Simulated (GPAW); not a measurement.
Consider CdInS2 (P-3m1).

```xyz
4
Lattice="3.8695 0.0000 0.0000 -1.9347 3.3511 0.0000 0.0000 0.0000 6.8105" Properties=species:S:1:pos:R:3 pbc="T T T"
In    0.0000    0.0000    3.4053
Cd    0.0000    0.0000    0.0000
S     0.0000    2.2341    1.6682
S     1.9347    1.1170    5.1423
```

Absorber: atom 1, with 6 S at 2.83 Å (octahedral, site symmetry -3m). Method: GPAW, PBE, excited-electron core hole (neutral cell), 12-atom cell with 6.7 Å between holes, 4×4×3 k points, dipole transitions, Gaussian full width 7.91 eV.

What does the In K edge look like?

Main maxima up to 28 eV above the zero (height): 3.8 eV (1.39) and 16.4 eV (0.85). A K edge sees empty p states on the absorber. 

The In K spectrum (energy from the lowest empty level; intensity scaled to a mean of 1 over the first 20 eV; polarised curves are means over the symmetry-equivalent atoms):

```csv
E (eV),isotropic,ε ⊥ c,ε ∥ c
-2.0,0.45,0.46,0.43
-1.0,0.65,0.66,0.64
0.0,0.88,0.88,0.86
1.0,1.09,1.09,1.08
2.0,1.26,1.26,1.27
3.0,1.37,1.36,1.38
4.0,1.39,1.38,1.42
5.0,1.34,1.32,1.39
6.0,1.24,1.22,1.30
7.0,1.12,1.09,1.18
8.0,1.01,0.98,1.05
9.0,0.91,0.90,0.95
10.0,0.86,0.85,0.87
11.0,0.83,0.83,0.82
12.0,0.82,0.83,0.79
13.0,0.82,0.84,0.78
14.0,0.83,0.86,0.79
15.0,0.84,0.86,0.80
16.0,0.85,0.86,0.81
17.0,0.85,0.86,0.83
18.0,0.84,0.84,0.84
19.0,0.83,0.83,0.84
20.0,0.81,0.80,0.83
21.0,0.79,0.78,0.82
22.0,0.77,0.76,0.81
23.0,0.75,0.74,0.79
24.0,0.74,0.72,0.77
25.0,0.73,0.71,0.76
26.0,0.72,0.71,0.75
27.0,0.73,0.72,0.75
28.0,0.74,0.73,0.75
29.0,0.76,0.75,0.76
30.0,0.77,0.78,0.76
31.0,0.78,0.80,0.76
```

The script folds with a Gaussian, whereas the core hole's own line is a Lorentzian, so the onset is too steep and the first peak too high. The primitive cell holds an odd number of electrons, so a spin-paired run has to come out metallic; that is right for a metal, but some such compounds are magnetic or distorted insulators. The structure is a computed Materials Project entry and may be a hypothetical form.

[Banner, clock and machine lines of the logs are left out without a mark of their own.]

[Logs are printed without paths, hosts, clocks, repeated set-up lines and the standing remarks that a program may print on its own settings, such as how far it seeks lower states.]

[Hosts, paths, dates, database ids (printed as entryN), source tags and the programs' standing remarks are cut or masked in the printed files.]

[Lists of maxima count a maximum above −3 eV only where it reaches 4 % of the highest in the window and stands out from its surroundings by 2 % of it (1.5 % where it reaches 55 %); shoulders and weaker maxima are passed over, and of the rest the first, up to two pre-edge ones and the few strongest are named.]
